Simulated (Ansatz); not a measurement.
# Sr on Pd(111): change of the work function

How does one ordered layer of Sr (hcp site) change the work function of Pd(111), and what dipole does each adsorbate carry?

Method: plane-wave DFT, LDA, Ansatz PAW, in the first sound run; inputs show where later runs differ, in Ansatz 0.2.0.

This is a report of a sequence of runs, with the program logs left out and the cost of each run kept.

### 1. The system as given

The cell holds 4 atoms: 4 Pd. Cell: a = 2.751 Å, b = 2.751 Å, c = 24.738 Å, α = 90.0°, β = 90.0°, γ = 60.0°. Vacuum lies along c.

### 2. The clean slab

The bare slab comes first, as the zero from which every change is counted. The two lowest layers are held at bulk places and the upper ones relax. The dipole correction removes the false field that a one-sided slab makes across the periodic vacuum, so each face gets a flat vacuum level of its own.

Input file input.yaml:

```yaml
crystal:
  lattice:
    - [2.7506453788, 0.0, 0.0]
    - [1.3753226894, 2.3821287749, 0.0]
    - [0.0, 0.0, 24.7376776414]
  atoms:
    - { symbol: Pd, position: [0.0, 0.0, 0.3638174986] }
    - { symbol: Pd, position: [0.3333333333, 0.3333333333, 0.4546058329] }
    - { symbol: Pd, position: [0.6666666667, 0.6666666667, 0.5453941671] }
    - { symbol: Pd, position: [0.0, 0.0, 0.6361825014] }
kpoints:
  mp_grid: { grid: [12, 12, 1] }
hamiltonian:
  xc: lda
scf:
  occupations: { method: fermi_dirac, width: 0.1 }
  convergence: { dr2_threshold: 1.0e-08 }
efield:
  axis: 3
  dipole_correction: true
  ramp_position: 0.97
  ramp_width: 0.06
relax:
  f_tol: 0.02
  max_steps: 60
  constraints: [{ sites: [0, 1] }]
output:
  write_potential: true
  write_density: true
  volumetric_format: npy
```

On the command line:

```
> ansatz run input.yaml --threads 4 --pin off --max-ram 6144MiB --backend cpu --events-out ev --progress --plain --runs-dir out
```

The job ended after 14 s (4 threads of Arm Neoverse V1, shared host; peak memory 0.51 GiB; 53 s of CPU time).

The steps of the relaxation:

```csv
step,energy less that of the first step (eV),largest force component (eV/Å)
1,0.0000,0.3277
2,-0.0198,0.1948
3,-0.0255,0.0089
```

Forces are held to the 6 operations that the program found; a distortion that breaks them can't arise in this run.

The atoms that moved most (Å):

```csv
atom,dx,dy,dz,length
Pd4,0.000,0.000,-0.136,0.136
Pd3,0.000,0.000,-0.077,0.077
```

This step gave:

```yaml
energy_at_zero_smearing: -27376.7477 eV
work_function_upper_face: 5.628 eV
work_function_lower_face: 5.649 eV
dipole_along_the_normal: 7.55e-4 e·Å
step_between_the_vacuum_levels: -0.02085 eV
```

Running mean over 2.246 Å of the planar mean; the ramp of the sawtooth is left out. The electron's electrostatic potential energy less the Fermi level by z:

```csv
z (Å),electron's electrostatic potential energy less the Fermi level (eV)
3.5,5.65
4.0,5.65
4.5,5.65
5.0,5.65
5.5,5.64
6.0,5.60
6.5,5.44
7.0,4.80
7.5,2.14
8.0,-2.82
8.5,-6.81
9.0,-8.05
9.5,-8.24
10.0,-8.30
10.5,-8.35
11.0,-8.46
11.5,-8.69
12.0,-9.14
12.5,-9.25
13.0,-8.85
13.5,-8.61
14.0,-8.79
14.5,-8.97
15.0,-8.70
15.5,-8.25
16.0,-7.30
16.5,-3.88
17.0,1.23
17.5,4.46
18.0,5.36
18.5,5.56
19.0,5.61
19.5,5.62
20.0,5.63
20.5,5.63
21.0,5.63
21.5,5.63
```

The relaxation took 3 steps and lowered the energy by 0.026 eV; the largest force on the free atoms ends at 0.0089 eV/Å.

The work function of the upper face is 5.63 eV.

### 3. The covered slab

System of this step: Sr/Pd(111). The cell holds 17 atoms: 16 Pd and 1 Sr. Its edges and angles: a = 5.501 Å, b = 5.501 Å, c = 27.728 Å, α = 90.0°, β = 90.0°, γ = 60.0°. Vacuum lies along c.

The clean slab as it ended is repeated in the plane and the adsorbate is set on one face; the cell's size fixes the coverage, and the k-mesh shrinks with it to keep the sampling density about even. Adsorbate and upper layers relax, since the dipole depends on the height.

Input file input.yaml:

```yaml
crystal:
  lattice:
    - [5.5012907577, 0.0, 0.0]
    - [2.7506453788, 4.7642575497, 0.0]
    - [0.0, 0.0, 27.7280326967]
  atoms:
    - { symbol: Pd, position: [0.0, 0.0, 0.3245812676] }
    - { symbol: Pd, position: [0.1666666667, 0.1666666667, 0.4055784509] }
    - { symbol: Pd, position: [0.3333333333, 0.3333333333, 0.4838054269] }
    - { symbol: Pd, position: [0.0, 0.0, 0.5626510985] }
    - { symbol: Pd, position: [0.0, 0.5, 0.3245812676] }
    - { symbol: Pd, position: [0.1666666667, 0.6666666667, 0.4055784509] }
    - { symbol: Pd, position: [0.3333333333, 0.8333333333, 0.4838054269] }
    - { symbol: Pd, position: [0.0, 0.5, 0.5626510985] }
    - { symbol: Pd, position: [0.5, 0.0, 0.3245812676] }
    - { symbol: Pd, position: [0.6666666667, 0.1666666667, 0.4055784509] }
    - { symbol: Pd, position: [0.8333333333, 0.3333333333, 0.4838054269] }
    - { symbol: Pd, position: [0.5, 0.0, 0.5626510985] }
    - { symbol: Pd, position: [0.5, 0.5, 0.3245812676] }
    - { symbol: Pd, position: [0.6666666667, 0.6666666667, 0.4055784509] }
    - { symbol: Pd, position: [0.8333333333, 0.8333333333, 0.4838054269] }
    - { symbol: Pd, position: [0.5, 0.5, 0.5626510985] }
    - { symbol: Sr, position: [0.3333333333, 0.3333333333, 0.6754187324] }
kpoints:
  mp_grid: { grid: [6, 6, 1] }
hamiltonian:
  xc: lda
scf:
  occupations: { method: fermi_dirac, width: 0.1 }
  convergence: { dr2_threshold: 1.0e-08 }
efield:
  axis: 3
  dipole_correction: true
  ramp_position: 0.97
  ramp_width: 0.06
relax:
  f_tol: 0.02
  max_steps: 60
  constraints: [{ sites: [0, 1, 4, 5, 8, 9, 12, 13] }]
output:
  bader: true
  dos: { projected: true, e_range: [-8, 4] }
  write_potential: true
  write_density: true
  volumetric_format: npy
  elf: true
```

Run time: 5.1 min. Hardware: 4 threads; peak memory 3 GiB.

Step by step:

```
step  energy less that of the first step (eV)  largest force component (eV/Å)
   1                                   0.0000                          1.9255
   2                                  -0.4468                          1.9849
   3                                  -0.8759                          1.7791
   4                                  -1.1980                          1.1900
   5                                  -1.3556                          0.6330
   6                                  -1.3907                          0.1075
   7                                  -1.3927                          0.0358
   8                                  -1.3929                          0.0024
```

The run keeps the 6 symmetry operations that the program found, so distortions that break them were not tested.

The atoms that moved most (Å):

| atom | dx | dy | dz | length |
| --- | --- | --- | --- | --- |
| Sr17 | 0.000 | 0.000 | -0.892 | 0.892 |
| Pd4 | 0.000 | 0.000 | 0.140 | 0.140 |
| Pd16 | 0.030 | 0.017 | 0.017 | 0.038 |
| Pd8 | -0.030 | 0.017 | 0.017 | 0.038 |
| Pd12 | 0.000 | -0.034 | 0.017 | 0.038 |
| Pd11 | 0.000 | -0.016 | 0.016 | 0.023 |
| Pd7 | -0.014 | 0.008 | 0.016 | 0.023 |
| Pd15 | 0.014 | 0.008 | 0.016 | 0.023 |

Final coordinates:

```cif
data_structure
_symmetry_space_group_name_H-M 'P 1'
_symmetry_Int_Tables_number 1
_cell_length_a 5.5013
_cell_length_b 5.5013
_cell_length_c 27.7280
_cell_angle_alpha 90.000
_cell_angle_beta 90.000
_cell_angle_gamma 60.000
_cell_volume 726.74
loop_
_atom_site_label
_atom_site_type_symbol
_atom_site_fract_x
_atom_site_fract_y
_atom_site_fract_z
_atom_site_occupancy
Pd1 Pd 0.00000 0.00000 0.32458 1
Pd2 Pd 0.16667 0.16667 0.40558 1
Pd3 Pd 0.33333 0.33333 0.48433 1
Pd4 Pd 0.00000 0.00000 0.56772 1
Pd5 Pd 0.00000 0.50000 0.32458 1
Pd6 Pd 0.16667 0.66667 0.40558 1
Pd7 Pd 0.32993 0.83504 0.48439 1
Pd8 Pd 0.99282 0.50359 0.56325 1
Pd9 Pd 0.50000 0.00000 0.32458 1
Pd10 Pd 0.66667 0.16667 0.40558 1
Pd11 Pd 0.83504 0.32993 0.48439 1
Pd12 Pd 0.50359 0.99282 0.56325 1
Pd13 Pd 0.50000 0.50000 0.32458 1
Pd14 Pd 0.66667 0.66667 0.40558 1
Pd15 Pd 0.83504 0.83504 0.48439 1
Pd16 Pd 0.50359 0.50359 0.56325 1
Sr17 Sr 0.33333 0.33333 0.64323 1
```

Read from the output:

```yaml
energy_at_zero_smearing: -112953.9108 eV
work_function_upper_face: 2.213 eV
work_function_lower_face: 5.630 eV
dipole_along_the_normal: 0.4950 e·Å
step_between_the_vacuum_levels: -3.417 eV
```

Running mean over 2.246 Å of the planar mean; the ramp of the sawtooth is left out. Electron's electrostatic potential energy less the Fermi level against z:

| z (Å) | electron's electrostatic potential energy less the Fermi level (eV) |
| --- | --- |
| 3.5 | 5.63 |
| 4.0 | 5.63 |
| 4.5 | 5.63 |
| 5.0 | 5.63 |
| 5.5 | 5.62 |
| 6.0 | 5.58 |
| 6.5 | 5.43 |
| 7.0 | 4.77 |
| 7.5 | 2.14 |
| 8.0 | -2.83 |
| 8.5 | -6.82 |
| 9.0 | -8.06 |
| 9.5 | -8.24 |
| 10.0 | -8.30 |
| 10.5 | -8.34 |
| 11.0 | -8.43 |
| 11.5 | -8.62 |
| 12.0 | -8.97 |
| 12.5 | -9.06 |
| 13.0 | -8.75 |
| 13.5 | -8.56 |
| 14.0 | -8.63 |
| 14.5 | -8.71 |
| 15.0 | -8.59 |
| 15.5 | -8.44 |
| 16.0 | -8.17 |
| 16.5 | -6.67 |
| 17.0 | -4.20 |
| 17.5 | -2.53 |
| 18.0 | -2.38 |
| 18.5 | -2.09 |
| 19.0 | -0.517 |
| 19.5 | 1.09 |
| 20.0 | 1.72 |
| 20.5 | 1.97 |
| 21.0 | 2.10 |
| 21.5 | 2.16 |
| 22.0 | 2.19 |
| 22.5 | 2.20 |
| 23.0 | 2.21 |
| 23.5 | 2.21 |
| 24.0 | 2.21 |
| 24.5 | 2.21 |

The density of states has structure finer than the step of the table below, so its rows give means over 0.25 eV. Peaks (eV: height): -2.680: 57.0, -2.620: 50.1, -2.440: 48.5, -2.380: 57.9, -1.650: 50.6, -0.390: 54.7, -0.210: 64.2.

Density of states against energy, zero at the Fermi level; means over each step:

energy (eV), density of states (states/eV a cell) and a bar:
```
    -7.25        0.0 
    -7.00        0.1 
    -6.75        0.9 #
    -6.50        1.0 #
    -6.25        1.1 #
    -6.00        1.2 #
    -5.75        2.0 #
    -5.50        2.9 ##
    -5.25        9.1 ######
    -5.00       21.1 ##############
    -4.75       29.2 ###################
    -4.50       32.5 ######################
    -4.25       23.8 ################
    -4.00       27.0 ##################
    -3.75       24.1 ################
    -3.50       20.5 ##############
    -3.25       24.0 ################
    -3.00       27.5 ##################
    -2.75       45.1 ##############################
    -2.50       37.6 #########################
    -2.25       37.2 #########################
    -2.00       31.5 #####################
    -1.75       31.1 #####################
    -1.50       29.0 ###################
    -1.25       28.1 ###################
    -1.00       37.5 #########################
    -0.75       31.8 #####################
    -0.50       26.8 ##################
    -0.25       42.9 #############################
     0.00       31.8 #####################
     0.25       11.3 ########
     0.50        4.4 ###
     0.75        5.6 ####
     1.00        8.5 ######
     1.25        7.6 #####
     1.50        4.4 ###
     1.75        4.6 ###
```

Projected DOS per atom over height of the atomic layer and energy from the Fermi level. Layers: Pd4 Pd4 Pd4 Pd4 Sr from below.

Values in states/eV, 22 rows by 5 columns, each cell a mean:
```
0.03 0.03 0.04 0.05 0.08
0.08 0.06 0.06 0.06 0.17
0.09 0.09 0.11 0.11 0.36
0.34 0.28 0.25 0.18 0.46
2.03 2.34 2.19 1.30 0.38
2.09 1.75 1.65 1.61 0.26
2.71 1.59 1.79 2.23 0.35
2.03 1.39 1.69 1.94 0.34
2.15 1.36 1.27 2.03 0.36
2.60 1.76 1.66 2.54 0.30
2.25 2.60 2.51 2.91 0.21
1.28 1.37 1.45 1.52 0.10
1.50 1.57 1.32 1.46 0.04
1.47 1.72 1.37 1.60 0.05
0.81 2.36 2.61 1.43 0.16
0.29 1.41 1.68 0.61 0.19
0.03 0.10 0.11 0.07 0.13
0.01 0.02 0.02 0.01 0.05
0.00 0.00 0.00 0.01 0.04
0.00 0.00 0.00 0.00 0.02
0.00 0.00 0.00 0.00 0.00
0.00 0.00 0.00 0.00 0.00
```
Columns: height of the atomic layer (Å) from 9 to 17.8; rows upwards: energy from the Fermi level (eV) from -7.96 to 1.95.

ELF in the ca plane at fractional y = 0.330, with atoms of Pd and Sr within 0.2 Å of it. It is the smooth field of the valence electrons, not physical close to the nuclei.

Ten even steps from '0' (0.00) to '9' (0.84), each cell a mean:
```
22222222222456522222222221101111100000000000
22211222223554542222222221111111000000000000
22211122223644542222222221111111000000000000
22211222222555532222222221111111100000000000
33222233222344322233222210000111110000000000
44322345322222222344322100000011111000000000
44322345322222222344332134421011221000000000
33222233222344322223321599972111221100000000
22211222223555532222213987995111222100000000
22211122223644542222215941796211222100000000
22211222223555632222214975895111222100000000
22222222222455422222222799983111222100000000
43222344322233222233321267741011221100000000
44322345422222222344332111100011211000000000
43222244322233222234322210000111110000000000
```
Columns run along c (16.0 Å, from fractional 0.32 to 0.89 of the cell), rows up along a (5.5 Å). Atoms in or near the plane, at fractional coordinates: Pd at (0.48, 0.33), Pd at (0.48, 0.84), Sr at (0.64, 0.33).

Electrostatic potential energy in the ca plane at fractional y = 0.330, with atoms of Pd and Sr within 0.2 Å of it. With pseudopotentials it is smooth inside the atoms' cores, unlike the true potential.

Ten even steps from '0' (-49 eV) to '9' (8 eV), each cell a mean:
```
88999988998522589988999999999999999999999999
99999999997200169999999999999999999999999999
99999999997100169999999999999999999999999999
99999999998411379999999999999999999999999999
77899877899755799877899999999999999999999999
56899755799999999866799999999999999999999999
56799755799999999866799888889999999999999999
77899877899755799988898743578999999999999999
99999999998300379999997300058999999999999999
99999999997100169999997000048999999999999999
99999999997200269999997100058999999999999999
88999988898633589988998521378999999999999999
66899866799887899877899877789999999999999999
55799754799999999865799998999999999999999999
66899866799877899876899999999999999999999999
```
Columns run along c (16.0 Å, from fractional 0.32 to 0.89 of the cell; values clipped at the 3rd and 97th percentile), rows up along a (5.5 Å). Atoms in or near the plane, at fractional coordinates: Pd at (0.48, 0.33), Pd at (0.48, 0.84), Sr at (0.64, 0.33).

Valence density in the ca plane at fractional y = 0.330, with atoms of Pd and Sr within 0.2 Å of it. It is the smooth field of the valence electrons, not physical close to the nuclei.

Ten steps, logarithmic in the rise over the least value, from '0' (0 e/Å³) to '9' (13 e/Å³), each cell a mean:
```
33222233223577632233211000000000000000000000
22111122224799852222211000000000000000000000
22111122224899852222211000000000000000000000
22211222223688742222211000000000000000000000
44322344322455422344321000000000000000000000
55322455422223222355421100000000000000000000
55422455422233222355421122110000000000000000
44322344322456432334322345421000000000000000
22211222223799742222223566642000000000000000
22111122224899852222223665652000000000000000
22111222224799852222223566642000000000000000
33222233323577632233222456531000000000000000
44322355422344322344322233210000000000000000
55422456432222222355421111000000000000000000
54322355422344322345321000000000000000000000
```
Columns run along c (16.0 Å, from fractional 0.32 to 0.89 of the cell), rows up along a (5.5 Å). Atoms in or near the plane, at fractional coordinates: Pd at (0.48, 0.33), Pd at (0.48, 0.84), Sr at (0.64, 0.33).

The relaxation took 8 steps and lowered the energy by 1.4 eV; the largest force on the free atoms ends at 0.0024 eV/Å.

By hand: a sheet of dipoles makes a step −p/(ε₀A) in the electron's potential. With e/ε₀ = 180.95 V·Å, p = 0.4950 e·Å and A = 26.21 Å², that is −180.95 × (0.4950) / 26.21 = -3.417 eV, and the two vacuum levels of the run differ by -3.417 eV.

The covered face has 2.21 eV, -3.42 eV against the clean one; the bare back face has moved by -0.02 eV, a measure of how thin the slab is.

### 4. Work function against coverage

This step: plane-wave DFT, LDA, Ansatz PAW; work function against coverage (Ansatz 0.2.0).

The runs are now put side by side.

This step gave:

- work function of the clean face: 5.628 eV
- largest change of the work function: -3.416 eV

The work function of the covered face by coverage:

| coverage (adsorbates/nm²) | work function of the covered face (eV) |
| --- | --- |
| 0.00 | 5.63 |
| 3.82 | 2.21 |

The dipole per adsorbate comes from the change of the cell's dipole. Coverage, by row:

```csv
coverage (1/nm²),coverage (ML),work function (eV),change (eV),"dipole per adsorbate, positive end outwards (debye)",mean height of the added atoms over the highest substrate atom (Å)
3.815,0.25,2.213,-3.416,2.363,2.094
```

### 5. Another level of theory, cutoff 420 eV, functional revpbe

This step: plane-wave DFT, revPBE, Ansatz PAW (Ansatz 0.2.0).

The geometry is kept and the functional is revPBE.

Input file input.yaml:

```yaml
crystal:
  lattice:
    - [5.5012907577, 0.0, 0.0]
    - [2.7506453788, 4.7642575498, 0.0]
    - [0.0, 0.0, 27.7280326967]
  atoms:
    - { symbol: Pd, position: [0.0, 0.0, 0.3245812676] }
    - { symbol: Pd, position: [0.1666666667, 0.1666666667, 0.4055784509] }
    - { symbol: Pd, position: [0.3333333333, 0.3333333333, 0.4843315997] }
    - { symbol: Pd, position: [0.0, 0.0, 0.5677161399] }
    - { symbol: Pd, position: [0.0, 0.5, 0.3245812676] }
    - { symbol: Pd, position: [0.1666666667, 0.6666666667, 0.4055784509] }
    - { symbol: Pd, position: [0.3299280564, 0.8350359718, 0.4843893308] }
    - { symbol: Pd, position: [-0.0071828359, 0.5035914179, 0.5632468695] }
    - { symbol: Pd, position: [0.5, 0.0, 0.3245812676] }
    - { symbol: Pd, position: [0.6666666667, 0.1666666667, 0.4055784509] }
    - { symbol: Pd, position: [0.8350359718, 0.3299280564, 0.4843893308] }
    - { symbol: Pd, position: [0.5035914179, -0.0071828359, 0.5632468695] }
    - { symbol: Pd, position: [0.5, 0.5, 0.3245812676] }
    - { symbol: Pd, position: [0.6666666667, 0.6666666667, 0.4055784509] }
    - { symbol: Pd, position: [0.8350359718, 0.8350359718, 0.4843893308] }
    - { symbol: Pd, position: [0.5035914179, 0.5035914179, 0.5632468695] }
    - { symbol: Sr, position: [0.3333333333, 0.3333333333, 0.6432319327] }
kpoints:
  mp_grid: { grid: [6, 6, 1] }
hamiltonian:
  xc: revpbe
scf:
  occupations: { method: fermi_dirac, width: 0.1 }
  convergence: { dr2_threshold: 1.0e-08 }
efield:
  axis: 3
  dipole_correction: true
  ramp_position: 0.97
  ramp_width: 0.06
output:
  write_potential: true
  write_density: true
  volumetric_format: npy
```

Elapsed: 50 s, on 4 threads; peak memory 2.9 GiB.

Read from the output:

* energy at zero smearing: -115200.1041 eV
* work function, upper face: 1.988 eV
* work function, lower face: 5.051 eV
* dipole along the normal: 0.4436 e·Å
* step between the vacuum levels: -3.062 eV

The work function comes to 1.99 eV, -0.22 eV from the first level.

### 6. Another level of theory, cutoff 500 eV, functional r2SCAN

This step: plane-wave DFT, r2SCAN, Ansatz PAW (Ansatz 0.2.0).

The geometry is kept and the functional is r2SCAN; other changes against the main runs: cutoff 420 → 500.

Changes to input.yaml since step 5:

```diff
@@ -26,3 +26,3 @@
 hamiltonian:
-  xc: revpbe
+  xc: r2scan
 scf:
```

The job ended after 2.3 min (4 threads; peak memory 4.7 GiB; 9 min of CPU time).

Read from the output:

| Item | Value |
| --- | --- |
| energy at zero smearing | -115324.0508 eV |
| work function, upper face | 2.074 eV |
| work function, lower face | 5.227 eV |
| dipole along the normal | 0.4566 e·Å |
| step between the vacuum levels | -3.152 eV |

The work function comes to 2.07 eV, -0.14 eV from the first level.

(Continued in part 2 of 2.)

[Long decimals in the printed logs are rounded to 6 places.]

[Logs are printed without paths, hosts, clocks, repeated set-up lines and the standing remarks that a program may print on its own settings, such as how far it seeks lower states.]

[Hosts, paths, dates, database ids (printed as entryN), source tags and the programs' standing remarks are cut or masked in the printed files.]

[Maps of the electrostatic potential energy from Ansatz leave out the sawtooth potential of an applied field or a dipole correction, so their vacuum need not be flat; planar profiles and work functions include it.]

[The density of states shown here was stored with 400 of the rows of the run's finer table, so its peaks can read low, often by over a quarter, or be missed, and its means over a window can be off by a tenth or more.]
